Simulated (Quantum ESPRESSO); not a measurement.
# Voltage at the next charge: Ag(100), 5 layers against an electrode

**Set-up.** Quantum ESPRESSO 7.5, PBE, GBRV ultrasoft; ESM with bc3, a metal electrode 6.95 Å above the top atoms; cell area 8.364 Å²; ions fixed. V is the potential energy of an electron at the electrode over the slab's Fermi level, divided by e, so that it equals the work function at zero charge; positive charge removes electrons.

| charge (e a cell) | V (V) |
| --- | --- |
| 0 | 4.265 |
| 0.0125 | 5.729 |
| 0.0251 | 7.225 |

**Question.** What is V at a charge of 0.0502 e, and what capacitance do the rows imply?

**Fit.** The last two rows give dV/dq = (7.225 − 5.729)/(0.0251 − 0.0125) = 118.7 V/e, so C = 1602/(8.364 × 118.7) = 1.61 µF/cm², an effective gap of 8.854/1.61 = 5.49 Å. At constant C, V = 7.225 + 118.7 × 0.0251 = 10.21 V.

What the calculation gave: V = 10.252 V; the estimate misses by −0.05 V, 1.5 % of the step. Over the three intervals C goes 1.64, 1.61 and 1.59 µF/cm².

Caveats: Vacuum fills the gap; a dielectric or electrolyte would change C. The slab is thin.
